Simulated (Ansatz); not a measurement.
# Σ11 (113) boundary in fcc Al, starting shift (0.33, 0): structure and resistance

How much does the Σ11 (113) boundary in fcc Al, starting shift (0.33, 0) reflect electrons?

Program: Ansatz 0.2.0. Level of theory: Ansatz plane-wave DFT, PBE, PAW files; relaxation of a bicrystal slab with its lowest layers held; PAW set soft_1, in the first sound run; inputs show where later runs differ. Results are calculated unless marked as measured.

## Step 1: The structure

The cell holds 16 atoms: 16 Al. Cell: a = 2.862 Å, b = 4.958 Å, c = 29.308 Å, α = 90.0°, β = 90.0°, γ = 73.2°. It derives from Al. built on the (1 1 3) plane; 1 overlapping atoms removed and the grains opened by 0 Å. Vacuum lies along c.

## Step 2: Relaxing the bicrystal

The boundary is built by mirroring the lower grain in the boundary plane and removing any atoms that overlap. A thin bicrystal slab is relaxed first, with the lowest layers held and the upper grain free to shift and open.

File input.yaml:

```yaml
crystal:
  lattice:
    - [2.862347037, 0.0, 0.0]
    - [1.4311735185, 4.7466655708, 0.0]
    - [0.0, 0.0, 29.3076331625]
  atoms:
    - { symbol: Al, position: [0.6363636364, 0.7272727272, 0.1706040188] }
    - { symbol: Al, position: [0.3636363637, 0.2727272727, 0.2122487627] }
    - { symbol: Al, position: [0.0909090909, 0.8181818181, 0.2538935066] }
    - { symbol: Al, position: [0.8181818182, 0.3636363636, 0.2955382505] }
    - { symbol: Al, position: [0.5454545455, 0.9090909091, 0.3371829945] }
    - { symbol: Al, position: [0.2727272727, 0.4545454545, 0.3788277384] }
    - { symbol: Al, position: [0.0, 0.0, 0.4204724823] }
    - { symbol: Al, position: [0.6027272727, 0.4545454545, 0.4621172262] }
    - { symbol: Al, position: [0.8754545455, 0.9090909091, 0.5037619701] }
    - { symbol: Al, position: [0.1481818182, 0.3636363636, 0.545406714] }
    - { symbol: Al, position: [0.4209090909, 0.8181818181, 0.5870514579] }
    - { symbol: Al, position: [0.6936363637, 0.2727272727, 0.6286962018] }
    - { symbol: Al, position: [0.9663636364, 0.7272727272, 0.6703409457] }
    - { symbol: Al, position: [0.2390909091, 0.1818181817, 0.7119856896] }
    - { symbol: Al, position: [0.5118181819, 0.6363636363, 0.7536304335] }
    - { symbol: Al, position: [0.7845454546, 0.0909090908, 0.7952751774] }
kpoints:
  mp_grid: { grid: [9, 9, 1] }
hamiltonian:
  xc: pbe
  pseudopotentials: { kind: paw, azcp: { folder: soft_1 } }
scf:
  occupations: { method: fermi_dirac, width: 0.1 }
relax:
  f_tol: 0.03
  max_steps: 80
  constraints: [{ sites: [0, 1, 2] }]
```

Launch:

```bash
ansatz run input.yaml --threads 4 --pin off --max-ram 15360MiB --backend cpu --events-out ev --progress --plain --runs-dir out
```

Planned after this: transmission across the boundary; specific resistance; single-crystal slab for reference; bulk reference; boundary energy.

Q: Predict the boundary energy.

The boundary has a specific resistance of 0.27 fΩ m² and an energy of 0.17 J/m². The boundary reflects 29 % of the channels; 0.27 fΩ m² is 2.7×10⁻¹² Ω·cm². That equals the resistance of 9.8 nm of bulk Al at 300 K (measured 2.733 µΩ cm, CRC Handbook of Chemistry and Physics, 84th ed., 2003, Electrical Resistivity of Pure Metals).

| Property | Result |
| --- | --- |
| specific resistance of the boundary | 0.268 fΩ m² |
| share of channels that pass | 0.713 |
| boundary energy | 0.170 J/m² |

In the relaxation the upper grain slid sideways by about 0.7 Å, so the result belongs to the position that it found, not to the starting one. One starting structure was relaxed; another shift or atom count at the boundary may lie lower.

[Logs are printed without paths, hosts, clocks, repeated set-up lines and the standing remarks that a program may print on its own settings, such as how far it seeks lower states.]

[Hosts, paths, dates, database ids (printed as entryN), source tags and the programs' standing remarks are cut or masked in the printed files.]
